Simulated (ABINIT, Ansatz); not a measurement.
# H6PbCBr3N (Pm): changed settings of a GW run in ABINIT, part 2 of 2

Aim: change inputs of a GW run on H6PbCBr3N (Pm) and see what moves.

ABINIT 10.8.3; PBEsol and many-body steps on it, plane waves. Known limits of the many-body steps: not at the basis limit; no spin-orbit coupling; coarse k mesh.

So far. Step 3 (Base): The gap on the mesh goes from 2.00 eV to 3.83 eV, a correction of +1.83 eV. Step 4 (Broadening of the poles): Against G0W0 in ABINIT (2×2×2 mesh, 165 bands, screening to 98 eV, Godby-Needs plasmon pole), the gap moves by +0.000 eV.

### 5. Point off the mesh

Level of this step: G0W0 on PBEsol, plane waves, norm-conserving pseudopotentials (ABINIT).

File run.abi:

```
acell 3*1.0 Angstrom
rprim 
  6.038531000000 -0.000000000000 -0.000000000000
  -0.000000000000 6.059680000000 0.000000000000
  -0.007679000000 0.000000000000 6.128174000000
ntypat 5
znucl 1 82 6 35 7
natom 12
typat 1 1 1 1 1 1 2 3 4 4 4 5
xred 
  0.218258000000 0.862101000000 0.968190000000
  0.177786000000 0.000000000000 0.198636000000
  0.825095000000 0.851944000000 0.061619000000
  0.869341000000 0.000000000000 0.811715000000
  0.825095000000 0.148056000000 0.061619000000
  0.218258000000 0.137899000000 0.968190000000
  0.475266000000 0.500000000000 0.477994000000
  0.897311000000 0.000000000000 0.988520000000
  0.430028000000 0.500000000000 0.972748000000
  0.434852000000 0.000000000000 0.512708000000
  0.966538000000 0.500000000000 0.440736000000
  0.140606000000 0.000000000000 0.032465000000
pp_dirpath "pseudos"
pseudos "H.upf, Pb.upf, C.upf, Br.upf, N.upf"
ecut 37
ngkpt 2 2 2
nshiftk 1
shiftk 0 0 0
kptopt 1
chksymbreak 0
istwfk *1
occopt 1
irdwfk 1
optdriver 4
nband 165
gwcalctyp 0
ecutsigx 37
symsigma 1
nkptgw 1
kptgw 
  0.137 0.291 0
bdgw 
  44 45
ecuteps 3.6
irdscr 1
ppmodel 1
indata_prefix "in"
outdata_prefix "out"
tmpdata_prefix "tmp"
```

Started as:

```sh
OMP_NUM_THREADS=1 mpirun -n 4 abinit run.abi > log
```

The log of the run:

```text
.Version 10.8.3 of ABINIT. v10.8.2 released Aug 2026.

 Symmetries : space group Pm (#  6); Bravais mP (primitive monocl.)
================================================================================
 Values of the parameters that define the memory need of the present run
     intxc =       0    ionmov =       0      iscf =       7    lmnmax =       6
     lnmax =       6     mgfft =      64  mpssoang =       3    mqgrid =    3171
     natom =      12  nloc_mem =       1    nspden =       1   nspinor =       1
    nsppol =       1      nsym =       2    n1xccc =    2501    ntypat =       5
    occopt =       1   xclevel =       2
-    mband =         165        mffmem =           1         mkmem =           2
       mpw =       16306          nfft =      262144          nkpt =           8
================================================================================
  Rough estimation (10% accuracy) of disk space for files :
================================================================================

--------------------------------------------------------------------------------
------------- Echo of variables that govern the present computation ------------
--------------------------------------------------------------------------------
 -outvars: echo values of preprocessed input variables --------
            acell      1.8897261259E+00  1.8897261259E+00  1.8897261259E+00 Bohr

             bdgw          44      45
      chksymbreak           0
             ecut      3.70000000E+01 Hartree
          ecuteps      3.60000000E+00 Hartree
         ecutsigx      3.70000000E+01 Hartree
          ecutwfn      3.70000000E+01 Hartree
-          fftalg         312
           irdscr           1
           irdwfk           1

              ixc     -116133
[...]
pspatm: atomic psp has been read  and splines computed

- Br Generated using ONCVPSP code by D. R. Hamann
- 35.00000  17.00000  180301                  znucl, zion, pspdat
12 -116133 2 -1 1098                          pspcod,pspxc,lmax,lloc,mmax
     nproj     2     2     2
  pspatm : epsatm=   31.49815384
         --- l  ekb(1:nproj) -->
[...]
pspatm: atomic psp has been read  and splines computed

- N Generated using ONCVPSP code by D. R. Hamann
-  7.00000   5.00000  180301                  znucl, zion, pspdat
12 -116133 1 -1 1058                          pspcod,pspxc,lmax,lloc,mmax
     nproj     2     2     0
  pspatm : epsatm=    5.26508482
         --- l  ekb(1:nproj) -->
             0    7.464189    0.625868
             1   -4.309714   -1.012941
 pspatm: atomic psp has been read  and splines computed

   1.17471133E+04                                ecore*ucvol(ha*bohr**3)
--------------------------------------------------------------------------------

 ==== K-mesh for the wavefunctions ====
 Number of points in the irreducible wedge :     8
 Reduced coordinates and weights :

     1)     0.00000000E+00  0.00000000E+00  0.00000000E+00       0.12500
     2)     5.00000000E-01  0.00000000E+00  0.00000000E+00       0.12500
     3)     0.00000000E+00  5.00000000E-01  0.00000000E+00       0.12500
[...]
7)     0.00000000E+00  5.00000000E-01  5.00000000E-01       0.12500
     8)     5.00000000E-01  5.00000000E-01  5.00000000E-01       0.12500

 Together with  2 symmetry operations and time-reversal symmetry
 yields     8 points in the full Brillouin Zone.

--- !ERROR
message: |
    k-point [ 1.3700E-01,  2.9100E-01,  0.0000E+00]  not in the list of k points treated in the preparatory SCF run.
     Change kptgw, or shiftk of previous run.

--- !ERROR
message: |
    k-point [ 1.3700E-01,  2.9100E-01,  0.0000E+00]  not in the list of k points treated in the preparatory SCF run.
     Change kptgw, or shiftk of previous run.

--- from the log ---
k-point [ 1.3700E-01,  2.9100E-01,  0.0000E+00]  not in the list of k points treated in the preparatory SCF run.
     Change kptgw, or shiftk of previous run.
```

Wall time 4.2 s (4 MPI ranks of Arm Neoverse V1, shared host); peak memory 0.2 GiB.

The run stopped with an error after 4.2 s.

The program's words: k-point [ 1.3700E-01,  2.9100E-01,  0.0000E+00]  not in the list of k points treated in the preparatory SCF run. Change kptgw, or shiftk of previous run.

The fault put into this input: point off the mesh.

### 6. Side by side

Times are wall times on 4 MPI ranks of Arm Neoverse V1, shared host, good to a factor of about two. A run's time includes the screening step that it read.

```csv
run,mesh,bands,screening cutoff (eV),DFT gap (eV),gap on the mesh (eV),direct (eV),ε∞ used,time
base,2×2×2,165,98,2.005,3.835,3.835,6.43,5.7 min
broadening of the poles,2×2×2,165,98,2.005,3.835,3.835,6.43,5.7 min
```

### 7. Results

```
base                    : 3.835 eV
broadening of the poles : 3.835 eV
known limits            : not at the basis limit; no spin-orbit coupling; coarse k mesh
```

In words: Broadening of the poles: no change against base (keys changed: zcut). Bands and cutoff are finite, so the gap is not at the basis limit. The miss can reach some tenths of an eV and take either sign; the mesh is an error of its own. In the G0W0 runs levels were corrected at 2 k points alone, so a gap called «on the mesh» is the least over those, and an edge elsewhere would be missed. The 2×2×2 mesh is coarse for this cell, which bears on the long-range parts of exchange and screening. Where an edge is built on 6p states of lead, bismuth or thallium, scalar-relativistic gaps usually stand too wide, by a few tenths to over one eV. The many-body steps are scalar-relativistic: spin-orbit coupling is not in them.

[Paths, hosts, dates, memory and timing lines, banners, echoed tables and standing remarks are left out of the program output.]

[Logs are printed without paths, hosts, clocks, repeated set-up lines and the standing remarks that a program may print on its own settings, such as how far it seeks lower states.]

[Runs of the session that timed out or met a known fault of the program may be left out.]

[Hosts, paths, dates, database ids (printed as entryN), source tags and the programs' standing remarks are cut or masked in the printed files.]

[G0W0 gaps are taken among the corrected bands and points alone; a level outside them can change the order at an edge.]

[Where Ansatz stands beside ABINIT at settings called matched, ABINIT's density can come from a denser mesh and the files from another edition; pairs whose starting gaps differed by over 0.03 eV were left out, so agreement reads better than it is.]
